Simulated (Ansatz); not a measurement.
# How Na(100) screens a field, part 2 of 2

Aim: image plane and induced charge of Na(100).

Ansatz 0.2.0; plane-wave DFT, PBE, Ansatz PAW (the session's first sound run).

So far. Step 7 (Single point, field 0.15 V/Å): The dipole is 0.252 e·Å. Step 8 (The response): The induced dipole is that of a conductor 17.01 Å thick.

### 9. A changed input

This step: plane-wave DFT, PBE, Ansatz PAW, but for the change named below (Ansatz 0.2.0).

A run with a changed input: it repeats the earlier run at 0.03 V/Å with magnetization to spin_polarized: true and scf.occupations.method from fermi_dirac to gaussian.

Contents of input.yaml:

```yaml
crystal:
  lattice:
    - [4.23, 0.0, 0.0]
    - [0.0, 4.23, 0.0]
    - [0.0, 0.0, 30.69]
  atoms:
    - { symbol: Na, position: [0.0, 0.0, 0.293255132], spin: 0.2 }
    - { symbol: Na, position: [0.5, 0.5, 0.362170088], spin: 0.2 }
    - { symbol: Na, position: [0.0, 0.0, 0.431085044], spin: 0.2 }
    - { symbol: Na, position: [0.5, 0.5, 0.5], spin: 0.2 }
    - { symbol: Na, position: [0.0, 0.0, 0.568914956], spin: 0.2 }
    - { symbol: Na, position: [0.5, 0.5, 0.637829912], spin: 0.2 }
    - { symbol: Na, position: [0.0, 0.0, 0.706744868], spin: 0.2 }
kpoints:
  mp_grid: { grid: [12, 12, 1] }
hamiltonian:
  xc: pbe
scf:
  occupations: { method: gaussian, width: 0.1 }
  convergence: { dr2_threshold: 1.0e-10 }
efield:
  axis: 3
  dipole_correction: true
  ramp_position: 0.97
  ramp_width: 0.06
  amplitude: 0.03
output:
  forces: true
  write_potential: true
  write_density: true
  volumetric_format: npy
magnetization:
  spin_polarized: true
```

Command:

```sh
> ansatz run input.yaml --threads 2 --pin off --max-ram 3072MiB --backend cpu --events-out ev --progress --plain --runs-dir out
```

Numbers of over 12 decimals in the logs are rounded to 6 here.

Output:

```text
[...]
Crystal: 7 atoms, lattice volume = 549.133 Å³
Basis set: ecut = 420 eV, 10587 PW (Γ), exchange–correlation on 60×60×432 points (8 copies of the dense FFT grid, shifted against one another)
Bands: 40, of which v1, the nominal top of the filled ones, is band 32 counted from 1 (31 counted from 0)
Symmetry: 8 space group operations
k-points: 28 of 144
[...]
Starting moments: Σ|m| = 1.4 μB on 7 of 7 sites
[...]
SCF iter   1: F=—  HF=-10404.607923 eV  |F-HF|=—  |Δ(HF+E_count)|=         —  Δρ=1.07e-2 (↑1.07e-2 ↓9.04e-3)  dr2=2.91e0  dr2_m=4.73e-1  M=0.081 μB ∫|m|=0.123 μB  β_m=0.30  ethr=3.10e-3  p=0.045 e·Å  D=1.47e-2 V/Å  ΔV_dip=-0.45 eV  dr2_dipole=2.06e-4  V_vac-E_F(+/−)=4.17/3.78 eV  ⟨swp⟩=11.7  Hψ=12298  notcnv=0
[...]
spin=Collinear: LDOS preconditioning applied to the charge; magnetization (m = ρ↑ − ρ↓) channel mixes plain (no charge-response kernel on spin).
SCF iter   2: F=—  HF=-10404.501646 eV  |F-HF|=—  |Δ(HF+E_count)|=   1.06e-1  Δρ=7.47e-3 (↑7.47e-3 ↓6.63e-3)  dr2=1.48e0  dr2_m=2.40e-1  M=0.056 μB ∫|m|=0.088 μB  β_m=0.30  ethr=3.10e-3  p=0.046 e·Å  D=1.53e-2 V/Å  ΔV_dip=-0.47 eV  dr2_dipole=6.98e-5  V_vac-E_F(+/−)=3.80/3.42 eV  ⟨swp⟩=1.0  Hψ=2688  notcnv=0  defer=3  κ⁻¹=1.0e0(r=1)
[...]
SCF iter   7: F=—  HF=-10404.417384 eV  |F-HF|=—  |Δ(HF+E_count)|=   1.80e-3  Δρ=1.29e-3 (↑1.26e-3 ↓1.29e-3)  dr2=2.19e-4  dr2_m=8.16e-3  M=0.024 μB ∫|m|=0.030 μB  β_m=0.34  ethr=9.24e-7  p=0.050 e·Å  D=1.66e-2 V/Å  ΔV_dip=-0.51 eV  dr2_dipole=7.75e-8  V_vac-E_F(+/−)=2.84/2.51 eV  ⟨swp⟩=1.9  Hψ=2828  notcnv=0  defer=86
[...]
spin-set hold released at iteration 7 (site moments contracting): the magnetisation degrees of freedom join the quasi-Newton model from the next iteration; the mixer history was flushed
SCF iter   8: F=—  HF=-10404.418334 eV  |F-HF|=—  |Δ(HF+E_count)|=   9.50e-4  Δρ=8.64e-4 (↑8.52e-4 ↓8.64e-4)  dr2=1.10e-4  dr2_m=3.70e-3  M=0.019 μB ∫|m|=0.024 μB  β_m=0.64  ethr=3.48e-7  p=0.050 e·Å  D=1.66e-2 V/Å  ΔV_dip=-0.51 eV  dr2_dipole=2.87e-8  V_vac-E_F(+/−)=2.84/2.50 eV  ⟨swp⟩=1.5  Hψ=2730  notcnv=0  defer=86
density mixer auto → msr1: a metal under ldos (density of states about μ 1.06 of a free-electron gas's, 62 screened modes)
SCF iter   9: F=—  HF=-10404.419248 eV  |F-HF|=—  |Δ(HF+E_count)|=   9.14e-4  Δρ=2.66e-5 (↑2.66e-5 ↓2.56e-5)  dr2=3.77e-6  dr2_m=3.25e-6  M=0.006 μB ∫|m|=0.006 μB  β_m=0.82  ethr=1.75e-7  p=0.050 e·Å  D=1.66e-2 V/Å  ΔV_dip=-0.51 eV  dr2_dipole=1.91e-9  V_vac-E_F(+/−)=2.83/2.50 eV  ⟨swp⟩=2.0  Hψ=3867  notcnv=0  defer=86
[...]
SCF iter  15: F=-10404.419289 eV  HF=-10404.419289 eV  |F-HF|=4.37e-11  |Δ(HF+E_count)|=   2.34e-9  Δρ=3.57e-8 (↑3.57e-8 ↓3.38e-8)  dr2=2.07e-12  dr2_m=5.59e-12  M=0.000 μB ∫|m|=0.000 μB  ethr=1.00e-12  p=0.050 e·Å  D=1.66e-2 V/Å  ΔV_dip=-0.51 eV  dr2_dipole=6.68e-15  V_vac-E_F(+/−)=2.83/2.49 eV  ⟨swp⟩=7.6  Hψ=9207  notcnv=0
SCF 1 converged in 15 iterations: F = -10404.419289 eV  dr2 = 2.07e-12
[...]
WARN: the starting moments were not kept: the SCF closed with an absolute magnetisation of 3.2e-5 μB, where they sum to 1.4 μB in size (7 sites). That is at most 0.1 of that sum. Measured as dr2_m measures the in/out step, that magnetisation stands 1.3e-11 eV from none, at or under the dr2_threshold of 1.0e-10 eV: it is no larger than a step whose dr2_m would equal this threshold. The system may hold no moment; this  [...]
[...]
SCF converged after 15 iterations
Magnetization: 0.0000 μB (31.5000 up, 31.5000 down)
Absolute magnetization: 0.0000 μB (∫|ρ↑−ρ↓|, with the PAW one-centre terms)
[...]
Per-site moments (μB) at R_I (Å): [(1.1605434243949273e-6, 1.511106), (2.9353048873602947e-7, 1.511106), (1.0071416755927597e-6, 1.511106), (7.938615928011578e-7, 1.511106), (9.971770100085603e-7, 1.511106), (3.038044377983982e-7, 1.511106), (1.1360687770283709e-6, 1.511106)]
Free energy (F): -10404.419289 eV
[...]
Internal energy: -10404.399683 eV  (E = F + TS)
E sigma→0 (E₀):  -10404.409486 eV
Entropy (-TS):   -0.019606 eV (-2.801 meV/atom)
Fermi energy:    -0.536463 eV
Dipole field:    D = 0.016612 V/Å  (p = 0.050413 e·Å, saw-weighted, corrected)
Work function:   not extracted (applied field tilts the vacuum); planar V_es + V_field profile in the machine report
[...]
--- Forces (eV/Å), atoms counted from 1 ---
  atom   1  Na     0.00000000     0.00000000     0.01301801
  atom   2  Na     0.00000000     0.00000000     0.01421983
  atom   3  Na     0.00000000    -0.00000000     0.00359552
  atom   4  Na     0.00000000     0.00000000     0.00014475
  atom   5  Na    -0.00000000     0.00000000    -0.00382924
  atom   6  Na    -0.00000000     0.00000000    -0.01432967
  atom   7  Na    -0.00000000    -0.00000000    -0.01281871
  max |Σ_I F_I| component: 4.79e-7 eV/Å
--- Band table (eV; the first three rows and the last of 56) ---
  k-point 0 ↑: bands = [... 28 lower, -3.6207, -3.2361, -2.5900, -1.7383, -0.7722, 0.1993, 1.1109, 1.8729, ... 4 higher]
  k-point 1 ↑: bands = [... 28 lower, -3.5606, -3.1763, -2.5308, -1.6798, -0.7147, 0.2554, 1.1659, 1.9276, ... 4 higher]
  k-point 2 ↑: bands = [... 28 lower, -3.3807, -2.9975, -2.3536, -1.5048, -0.5426, 0.4224, 1.3253, 2.0442, ... 4 higher]
  k-point 27 ↓: bands = [... 28 lower, 0.3470, 0.3470, 0.6935, 0.6935, 0.7802, 0.8289, 1.0998, 1.2638, ... 4 higher]
```

The job ended after 3.1 min (2 threads of Arm Neoverse N1, shared host; peak memory 1.2 GiB).

This step gave:

| Item | Value |
| --- | --- |
| energy at zero smearing | -10404.4095 eV |
| dipole along the normal | 0.05041 e·Å |

```tsv
quantity	this run	earlier run	difference
dipole along the normal (e·Å)	0.05041	0.05045	-3.8e-5
```

The dipole moves by under 0.5 % or 5e-5 e·Å. The run took 15 SCF cycles against 10.

### 10. Varying the input

This step: plane-wave DFT, PBE, Ansatz PAW (Ansatz 0.2.0).

Another changed input: it repeats the earlier run at 0.03 V/Å with efield.dipole_correction from true to false.

Contents of input.yaml:

```yaml
crystal:
  lattice:
    - [4.23, 0.0, 0.0]
    - [0.0, 4.23, 0.0]
    - [0.0, 0.0, 30.69]
  atoms:
    - { symbol: Na, position: [0.0, 0.0, 0.293255132] }
    - { symbol: Na, position: [0.5, 0.5, 0.362170088] }
    - { symbol: Na, position: [0.0, 0.0, 0.431085044] }
    - { symbol: Na, position: [0.5, 0.5, 0.5] }
    - { symbol: Na, position: [0.0, 0.0, 0.568914956] }
    - { symbol: Na, position: [0.5, 0.5, 0.637829912] }
    - { symbol: Na, position: [0.0, 0.0, 0.706744868] }
kpoints:
  mp_grid: { grid: [12, 12, 1] }
hamiltonian:
  xc: pbe
scf:
  occupations: { method: fermi_dirac, width: 0.1 }
  convergence: { dr2_threshold: 1.0e-10 }
efield:
  axis: 3
  dipole_correction: false
  ramp_position: 0.97
  ramp_width: 0.06
  amplitude: 0.03
output:
  forces: true
  write_potential: true
  write_density: true
  volumetric_format: npy
```

Output:

```text
[...]
Crystal: 7 atoms, lattice volume = 549.133 Å³
Basis set: ecut = 420 eV, 10587 PW (Γ), exchange–correlation on 60×60×432 points (8 copies of the dense FFT grid, shifted against one another)
Bands: 39, of which v1, the nominal top of the filled ones, is band 32 counted from 1 (31 counted from 0)
Symmetry: 8 space group operations
k-points: 28 of 144
[...]
SCF iter   1: F=—  HF=-10404.546412 eV  |F-HF|=—  |Δ(HF+E_count)|=         —  Δρ=1.89e-3  dr2=1.67e0  ethr=1.77e-3  p=0.000 e·Å  V_vac-E_F(+/−)=3.16/2.32 eV  ⟨swp⟩=10.8  Hψ=5368  notcnv=0
[...]
SCF iter   9: F=-10404.472410 eV  HF=-10404.472410 eV  |F-HF|=1.42e-10  |Δ(HF+E_count)|=  4.53e-10  Δρ=7.02e-8  dr2=7.30e-11  ethr=1.00e-12  p=0.113 e·Å  V_vac-E_F(+/−)=3.02/2.28 eV  ⟨swp⟩=8.6  Hψ=6765  notcnv=0
SCF 1 converged in 9 iterations: F = -10404.472410 eV  dr2 = 7.30e-11
[...]
SCF converged after 9 iterations
Free energy (F): -10404.472410 eV
[...]
Internal energy: -10404.349578 eV  (E = F + TS)
E sigma→0 (E₀):  -10404.410994 eV
Entropy (-TS):   -0.122832 eV (-17.547 meV/atom)
Fermi energy:    -0.533656 eV
Dipole field:    D = 0.037299 V/Å  (p = 0.113190 e·Å, saw-weighted)
Work function:   not extracted (applied field tilts the vacuum); planar V_es + V_field profile in the machine report
[...]
--- Forces (eV/Å), atoms counted from 1 ---
  atom   1  Na     0.00000000    -0.00000000     0.01206629
  atom   2  Na     0.00000000     0.00000000     0.01093907
  atom   3  Na     0.00000000     0.00000000     0.00067216
  atom   4  Na     0.00000000     0.00000000     0.00030181
  atom   5  Na    -0.00000000     0.00000000    -0.00113411
  atom   6  Na    -0.00000000    -0.00000000    -0.01123856
  atom   7  Na    -0.00000000     0.00000000    -0.01160650
  max |Σ_I F_I| component: 1.58e-7 eV/Å
--- Band table (eV; the first three rows and the last of 28) ---
  k-point 0: bands = [... 28 lower, -3.6307, -3.2414, -2.5959, -1.7443, -0.7772, 0.1942, 1.1020, 1.8237, ... 3 higher]
  k-point 1: bands = [... 28 lower, -3.5706, -3.1817, -2.5367, -1.6858, -0.7197, 0.2503, 1.1571, 1.8787, ... 3 higher]
  k-point 2: bands = [... 28 lower, -3.3907, -3.0029, -2.3595, -1.5108, -0.5476, 0.4174, 1.3166, 1.9997, ... 3 higher]
  k-point 27: bands = [... 28 lower, 0.3370, 0.3370, 0.6881, 0.6881, 0.7705, 0.8184, 1.0949, 1.2571, ... 3 higher]
```

Wall time 59 s (2 threads); peak memory 0.82 GiB; 1.9 min of CPU time.

```tsv
quantity	this run	earlier run	difference
dipole along the normal (e·Å)	0.1132	0.05045	0.063
```

With the dipole correction off, the periodic images add a field of their own to the typed one.

It moves by +0.0627 e·Å.

These numbers are not those of the isolated slab.

### 11. Results

| Quantity | Value |
| --- | --- |
| work function | 2.67 eV |
| image plane, upper face | 2.22 Å |
| induced electrons on the upper face over ε₀E | -0.989 |
| equivalent conductor thickness p/(ε₀AE) | 17.0 Å |
| inner field over outer field | 0.00452 |

The induced charge has its centre 2.22 Å outside the outermost atoms; this is the plane from which a capacitor's gap or an image potential counts. The equivalent conductor thickness exceeds the distance between the outer atoms by 4.32 Å, about the sum of the two image-plane distances. In the middle of the slab the field is screened to under 0.5 % of its outer value. The atoms are held at bulk positions with the tabulated experimental lattice constant.

[Logs are printed without paths, hosts, clocks, repeated set-up lines and the standing remarks that a program may print on its own settings, such as how far it seeks lower states.]

[Hosts, paths, dates, database ids (printed as entryN), source tags and the programs' standing remarks are cut or masked in the printed files.]

[Maps of the electrostatic potential energy from Ansatz leave out the sawtooth potential of an applied field or a dipole correction, so their vacuum need not be flat; planar profiles and work functions include it.]
